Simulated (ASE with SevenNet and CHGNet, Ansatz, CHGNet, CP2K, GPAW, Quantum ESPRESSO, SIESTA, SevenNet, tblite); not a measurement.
## Machine-learned potentials runs on Rh(111)/Al(100) interface (85 atoms)

Aim: run Rh(111)/Al(100) interface (85 atoms) in machine-learned potentials and see how near its forces come to a plane-wave reference, and at what cost.

Main program and level: ASE with SevenNet and CHGNet; the method is named at each step.

### 1. Starting point

The cell holds 85 atoms: 40 Rh and 45 Al. Its edges and angles: a = 14.274 Å, b = 9.186 Å, c = 11.727 Å, α = 90.0°, β = 90.0°, γ = 108.8°. Fcc Rh(111), 2 repeat layers, 20 surface cells, strained +0.31 and -1.39 %; fcc Al(100), 3 layers, 15 cells, -0.31 and +1.43 %; outer planes 2.75 Å apart and 2.74 Å at the second interface of the periodic stack; not relaxed, displaced by a Gaussian of 0.02 Å. Then every atom was moved at random, 0.03 Å r.m.s. a Cartesian component. Regions: Rh, 40 atoms (40 Rh); Al, 45 atoms (45 Al). The structure's axis is c.

The yardstick, on the same geometry:

| Property | Result |
| --- | --- |
| method | Kohn-Sham DFT, PBE, SSSP efficiency 1.3.0 pseudopotentials, plane waves (Quantum ESPRESSO 7.5); sssp-pbe-1.3.0-efficiency, cutoffs 45/360 Ry, Γ point |
| r.m.s. force component | 0.6044 eV/Å |
| longest force | 1.8 eV/Å |
| pressure | -4.791 GPa |
| time | 4 min on 4 MPI ranks of Arm Neoverse V2, shared host |
| CPU time | 16 min |

### 2. SevenNet l3i5 potential

Method: machine-learned interatomic potential SevenNet l3i5, trained on PBE(+U) plane-wave data.

run.py

```python
import numpy as np
from ase.io import read
import mlip  # loads the published weights by name

atoms = read("structure.xyz")
atoms.calc = mlip.calc("7net-l3i5")
energy = atoms.get_potential_energy()
forces = atoms.get_forces()
print(f"energy {energy:.6f} eV")
print("forces (eV/A)")
for i, (a, f) in enumerate(zip(atoms, forces)):
    print(f"{i:4d} {a.symbol:2s} {f[0]:10.5f} {f[1]:10.5f} {f[2]:10.5f}")
stress = -atoms.get_stress(voigt=False) * 160.21766
print("stress (GPa, compression positive)")
for row in stress:
    print(" ".join(f"{x:10.4f}" for x in row))
```

structure.xyz

```xyz
85
Lattice="14.27420 0.00000 0.00000 -2.95580 8.69714 0.00000 0.00000 0.00000 11.72688" Properties=species:S:1:pos:R:3 pbc="T T T"
Rh 8.78998 7.84673 0.02252
Rh 9.73716 4.89806 2.18425
Rh 10.78511 6.06878 0.03647
Rh 11.78737 3.25664 2.23983
Rh 6.23540 6.95023 0.02193
Rh 7.20095 4.06887 2.19469
Rh 8.18403 5.24316 0.01407
Rh 9.17200 2.29457 2.21368
Rh 10.21036 3.51747 0.01524
Rh 11.26341 0.57732 2.17076
Rh 12.25236 1.73473 0.01431
Rh 10.25994 7.54346 2.22822
Rh 1.65543 7.78629 11.69029
Rh 2.59498 4.92684 2.19985
Rh 3.60884 6.06852 11.71398
Rh 4.62217 3.14402 2.16091
Rh 5.62037 4.33387 11.70472
Rh 6.66043 1.42859 2.19035
Rh 7.69732 2.53191 0.02498
Rh 5.76245 8.41196 2.18331
Rh 9.72548 0.83275 0.08432
Rh 7.80337 6.70549 2.18214
Rh -0.93000 6.96293 0.00516
Rh 0.05278 4.04095 2.20723
Rh 1.12447 5.24264 11.71046
Rh 1.96148 2.38502 2.21134
Rh 3.04249 3.42528 11.72313
Rh 4.03563 0.57827 2.25191
Rh 5.11425 1.66924 0.00938
Rh 3.12609 7.57130 2.20254
Rh 4.19219 8.65209 11.69463
Rh 5.22522 5.71750 2.17792
Rh -1.39743 4.37892 0.01712
Rh -0.46422 1.42851 2.17756
Rh 0.53877 2.65298 11.72371
Rh -1.49603 8.38900 2.18472
Rh 2.52507 0.87876 0.00774
Rh 0.59832 6.63287 2.13476
Rh -2.93465 8.69497 0.03917
Rh -1.95705 5.83865 2.14919
Al 1.18076 4.60661 4.96188
Al -0.25687 3.20403 6.96846
Al 1.18264 4.67332 8.93717
Al 1.23529 1.80474 5.03329
Al 14.04995 0.30536 6.98617
Al 1.13319 1.69986 8.98244
Al -1.69502 7.52468 4.91087
Al 11.16505 6.12896 7.01408
Al -1.71719 7.60165 8.99299
Al 12.56184 4.63818 4.93842
Al 11.16171 3.16054 7.00165
Al 12.65738 4.61957 8.93248
Al 12.60142 1.75473 4.97947
Al 11.20843 0.32832 6.95345
Al 12.65659 1.78561 9.03134
Al 9.73725 7.50685 4.96399
[... 25 atom lines left out ...]
Al 4.02826 1.72429 9.02935
Al 1.18075 7.55590 4.98005
Al -0.29010 6.10531 7.00048
Al 1.17820 7.58652 9.04060
```

The run is started by

```
$ OMP_NUM_THREADS=1 python run.py > output.txt
```

The program printed:

```text
energy -444.365967 eV
forces (eV/A)
   0 Rh    0.10137   -0.35657   -2.05923
   1 Rh    0.10083    0.29559    1.80952
   2 Rh   -0.17269    0.22949   -1.79670
   3 Rh   -0.15013   -0.62125    1.63496
   4 Rh   -0.45736   -0.10472   -1.51439
   5 Rh   -0.15178   -0.19744    1.48523
   6 Rh    0.10500   -0.63467   -1.89739
   7 Rh    0.69328    0.29599    1.83640
   8 Rh    0.33616   -0.77182   -1.85035
   9 Rh   -0.14956    0.80838    2.18277
  10 Rh    0.03846    0.58147   -1.44292
  11 Rh    0.47078   -0.30609    1.56372
  12 Rh   -0.52392    0.67576   -1.43407
  13 Rh    0.63786   -0.09116    1.65873
  14 Rh    0.95692   -0.17099   -1.37931
  15 Rh   -0.31280    0.19047    1.44003
  16 Rh    0.21976   -0.27158   -1.66697
  17 Rh   -0.25364    0.07549    1.67756
  18 Rh   -0.28091    0.60492   -1.94971
  19 Rh   -0.66754   -0.73172    1.94363
  20 Rh   -0.00197    0.49770   -2.09936
  21 Rh   -0.84000   -0.34075    1.91970
  22 Rh    0.07849    0.27328   -1.91070
  23 Rh   -0.33147    0.67004    1.93973
[...]
77 Al    0.05991   -0.01612    0.16518
  78 Al    0.21231   -0.01589    1.38932
  79 Al    0.03318    0.01027   -1.31963
  80 Al    0.12551   -0.00013   -0.04395
  81 Al   -0.02561    0.16172    1.29902
  82 Al   -0.21966    0.06659   -1.38540
  83 Al    0.11238    0.08221   -0.13428
  84 Al   -0.15934   -0.23438    1.00477
stress (GPa, compression positive)
    1.1632    -0.4821    -0.0324
   -0.4821     2.2738     0.2314
   -0.0324     0.2314   -10.8211
```

Run time: 8.2 s. Hardware: 1 thread of Arm Neoverse V2, shared host; peak memory 1.3 GiB.

Banners, paths, timers and routine set-up lines are dropped from the logs unmarked, and long logs keep their key lines alone; longer cuts are marked.

Numbers from this run, and their distance from the reference:

| Quantity | Value |
| --- | --- |
| r.m.s. force component | 0.8737 eV/Å |
| r.m.s. difference of force components | 313.5 meV/Å |
| longest difference of force vectors | 1107 meV/Å |
| force difference over r.m.s. force | 51.88 % |
| slope of forces against the reference's | 1.41 |
| correlation of force components | 0.9756 |
| pressure | -2.461 GPa |
| pressure difference | 2.33 GPa |

Length of the force difference by element (eV/Å):

```
element  atoms  mean  most
     Al     45  0.18  0.32
     Rh     40  0.75   1.1
```

The surroundings of Al48, picked at random, nearest first, numbered as they follow in the input and with coordinates relative to it.

```
atom      x      y      z  distance (Å)     Fx     Fy  Fz (eV/Å)
Al48   0.00   0.00   0.00          0.00   0.02  -0.18      -0.08
Al58  -1.41   1.41   1.93          2.77  -0.18  -0.07       1.34
Al84   2.82  -0.02  -0.01          2.82   0.11   0.08      -0.13
Al49   1.39   1.47   1.98          2.83   0.06  -0.20       1.28
Al56  -1.43   1.38  -2.05          2.85  -0.23   0.11      -1.07
Al52   1.49  -1.51   1.92          2.86  -0.25   0.27       1.18
Al59  -1.36  -1.49  -2.05          2.87  -0.29  -0.03      -1.02
Al45  -0.07   2.87  -0.03          2.87   0.02   0.02      -0.25
Al61  -1.42  -1.56   1.97          2.88   0.14   0.35       1.48
Al57  -2.89  -0.05  -0.02          2.89   0.19   0.08      -0.21
Al47   1.41   1.40  -2.10          2.89  -0.05   0.00      -1.21
Al50   1.40  -1.49  -2.08          2.91   0.26  -0.12      -1.30
Al51   0.00  -2.97  -0.01          2.97   0.20   0.16      -0.06
```

Atoms are counted from 1 here, from 0 in the log.

Forces lie 52 % from the reference's, at 0.0086 times its CPU time (on 1 against 4 cores).

The difference per atom is largest on Rh (0.75 eV/Å on average, against 0.18 on Al).

### 3. CHGNet 0.3.0 potential

Method: machine-learned interatomic potential CHGNet 0.3.0, trained on PBE(+U) plane-wave data.

Edit run.py of step 2 so:

```diff
@@ -5,3 +5,3 @@
 atoms = read("structure.xyz")
-atoms.calc = mlip.calc("7net-l3i5")
+atoms.calc = mlip.calc("chgnet-0.3.0")
 energy = atoms.get_potential_energy()
```

structure.xyz is that of step 2.

The program printed:

```text
CHGNet v0.3.0 initialized with 412,525 parameters
CHGNet will run on cpu
energy -459.254303 eV
forces (eV/A)
   0 Rh    0.17630   -0.35074   -1.78336
   1 Rh    0.07123    0.07824    1.40377
   2 Rh   -0.22464    0.12800   -1.48153
   3 Rh    0.01803   -0.34522    1.24880
   4 Rh   -0.17947   -0.03467   -1.42766
   5 Rh   -0.16310   -0.11646    1.23429
   6 Rh    0.06275   -0.61062   -1.57912
   7 Rh    0.46761    0.08087    1.61222
   8 Rh    0.09663   -0.39697   -1.43788
   9 Rh   -0.12943    0.58972    1.78700
  10 Rh    0.02536    0.39541   -1.23533
  11 Rh    0.29982   -0.16414    1.45665
  12 Rh   -0.29758    0.52640   -1.10331
  13 Rh    0.43408    0.02160    1.46148
  14 Rh    0.74582   -0.13122   -1.19885
  15 Rh   -0.27686    0.08489    1.27180
  16 Rh    0.20747   -0.13136   -1.48439
  17 Rh   -0.12962    0.01359    1.28482
  18 Rh   -0.29936    0.30340   -1.51306
  19 Rh   -0.39795   -0.61395    1.65757
  20 Rh   -0.07350    0.42447   -1.84454
  21 Rh   -0.74474   -0.11452    1.62070
  22 Rh   -0.10247    0.34309   -1.84020
  23 Rh   -0.29060    0.63125    1.58820
[...]
77 Al    0.08096   -0.01657    0.22560
  78 Al    0.19417   -0.02337    1.74415
  79 Al    0.05792    0.03566   -1.59275
  80 Al    0.09792   -0.06412   -0.01274
  81 Al   -0.05269    0.16705    1.61731
  82 Al   -0.25375    0.01833   -1.62287
  83 Al    0.07249    0.10150   -0.12213
  84 Al   -0.22737   -0.25573    0.96813
stress (GPa, compression positive)
   -1.9003    -0.3176    -0.0613
   -0.3176    -1.4954     0.1576
   -0.0613     0.1576   -15.2786
```

It took 3.6 s on 1 thread; peak memory 1.3 GiB.

Numbers from this run, and their distance from the reference:

| Quantity | Value |
| --- | --- |
| r.m.s. force component | 0.8128 eV/Å |
| r.m.s. difference of force components | 256.6 meV/Å |
| longest difference of force vectors | 662.6 meV/Å |
| force difference over r.m.s. force | 42.45 % |
| slope of forces against the reference's | 1.314 |
| correlation of force components | 0.9772 |
| pressure | -6.225 GPa |
| pressure difference | -1.433 GPa |

Against the first run (52 %), the force difference from the reference is 42 %, at 0.43 times the CPU time.

### 4. SevenNet 0 potential

Method: machine-learned interatomic potential SevenNet 0, trained on PBE(+U) plane-wave data.

Edit run.py of step 3 so:

```diff
@@ -5,3 +5,3 @@
 atoms = read("structure.xyz")
-atoms.calc = mlip.calc("chgnet-0.3.0")
+atoms.calc = mlip.calc("7net-0")
 energy = atoms.get_potential_energy()
```

structure.xyz is that of step 3.

The program printed:

```text
energy -450.998047 eV
forces (eV/A)
   0 Rh    0.15157   -0.22668   -1.23824
   1 Rh    0.03943    0.06269    1.08323
   2 Rh   -0.08760    0.07351   -1.00678
   3 Rh   -0.00974   -0.26926    1.01641
   4 Rh   -0.11911    0.02325   -1.12029
   5 Rh   -0.02901   -0.07984    0.97465
   6 Rh    0.03316   -0.40969   -1.20035
   7 Rh    0.25671    0.05045    1.12359
   8 Rh    0.12919   -0.24392   -1.15608
   9 Rh   -0.09266    0.42557    1.17427
  10 Rh   -0.00818    0.23653   -0.94357
  11 Rh    0.15363   -0.12017    0.99277
  12 Rh   -0.29601    0.26374   -0.84730
  13 Rh    0.26487    0.08960    1.09511
  14 Rh    0.44597   -0.07553   -1.08908
  15 Rh   -0.09042    0.03769    1.04352
  16 Rh    0.22193   -0.12166   -1.19817
  17 Rh   -0.06614    0.06826    1.01978
  18 Rh   -0.17871    0.20406   -1.13955
  19 Rh   -0.28696   -0.40552    1.23252
  20 Rh   -0.00747    0.37621   -1.43299
  21 Rh   -0.50125   -0.13035    1.13549
  22 Rh    0.00190    0.10736   -1.30475
  23 Rh   -0.21229    0.43562    1.13914
[...]
77 Al    0.06017   -0.00542    0.22682
  78 Al    0.20027   -0.01292    1.42206
  79 Al    0.05349    0.00371   -1.31964
  80 Al    0.11061   -0.00259    0.04847
  81 Al   -0.02639    0.11960    1.25630
  82 Al   -0.30068   -0.02012   -1.35481
  83 Al    0.08104    0.09061   -0.16444
  84 Al   -0.11140   -0.20874    0.82398
stress (GPa, compression positive)
   -2.2091    -0.2538    -0.0337
   -0.2538    -2.1362     0.1139
   -0.0337     0.1139   -11.0537
```

The job ended after 6.3 s (1 thread; peak memory 0.86 GiB).

Numbers from this run, and their distance from the reference:

```yaml
r_m_s_force_component: 0.627 eV/Å
r_m_s_difference_of_force_components: 145.3 meV/Å
longest_difference_of_force_vectors: 670.8 meV/Å
force_difference_over_r_m_s_force: 24.04 %
slope_of_forces_against_the_reference_s: 1.009
correlation_of_force_components: 0.9728
pressure: -5.133 GPa
pressure_difference: -0.3417 GPa
```

Against the first run (52 %), the force difference from the reference is 24 %, at 0.77 times the CPU time.

### 5. Side by side

Differences are against the plane-wave reference, forces as r.m.s. over components; share is that over the reference's r.m.s. force, slope the least-squares factor from reference forces to these. Total energies of different programs have different zeros and aren't compared.

```
                    run  Δ force, r.m.s. (meV/Å)  share (%)  slope  Δ pressure (GPa)  cores  CPU time  memory (GiB)
              reference                        -          -      -                 -      4    16 min           4.0
SevenNet l3i5 potential                      314       51.9  1.410              2.33      1     8.2 s           1.3
 CHGNet 0.3.0 potential                      257       42.5  1.314             -1.43      1     3.5 s           1.3
   SevenNet 0 potential                      145       24.0  1.009            -0.342      1     6.3 s          0.86
```

Times of the machine-learned potentials are mostly Python's start and the loading of weights.

CPU time is summed over cores on a shared host, where runs went side by side, so it is rough. Symmetry, cutoffs, thresholds, outputs and thread counts weren't matched or tuned between programs; memory under MPI is the largest rank's times the ranks.

### 6. Summary of results

| Item | Value |
| --- | --- |
| nearest in forces | SevenNet 0 potential, 24 % |
| its CPU time | 6.3 s |

**Reading.** Machine-learned potentials differ by 24 % (SevenNet 0 potential) to 52 % (SevenNet l3i5 potential); they were trained on other programs' data. The reference's pressure holds the uncorrected Pulay stress of its 45 Ry basis, so small pressure differences, and their order, may be the reference's own error. The electron count is odd in QE PBE, sssp-1.3.0-efficiency, 45/360 Ry, and they have no spin polarisation, so the unpaired electron is spread evenly over both spins. Machine-learned potentials mimic data converged in k, so the reference's own k-point error enters their differences. The reference's stress is far from hydrostatic: its diagonal is -4.2, 4.9, -15.1 GPa, compression counted positive. The host structure and its lattice constant were typed by rule, without a check against the phase diagram. The reference's pressure of -4.8 GPa belongs to a cell and atoms that aren't relaxed at this level. The electronic-structure runs sample only Γ, in a cell whose shortest periodic width is 9 Å, which is coarse for a cell with partly filled levels.

[Also dropped from logs without a mark: logging warnings of Python, and SIESTA's first energy breakdown and zero terms.]

[Logs are printed without paths, hosts, clocks, repeated set-up lines and the standing remarks that a program may print on its own settings, such as how far it seeks lower states.]

[Hosts, paths, dates, database ids (printed as entryN), source tags and the programs' standing remarks are cut or masked in the printed files.]
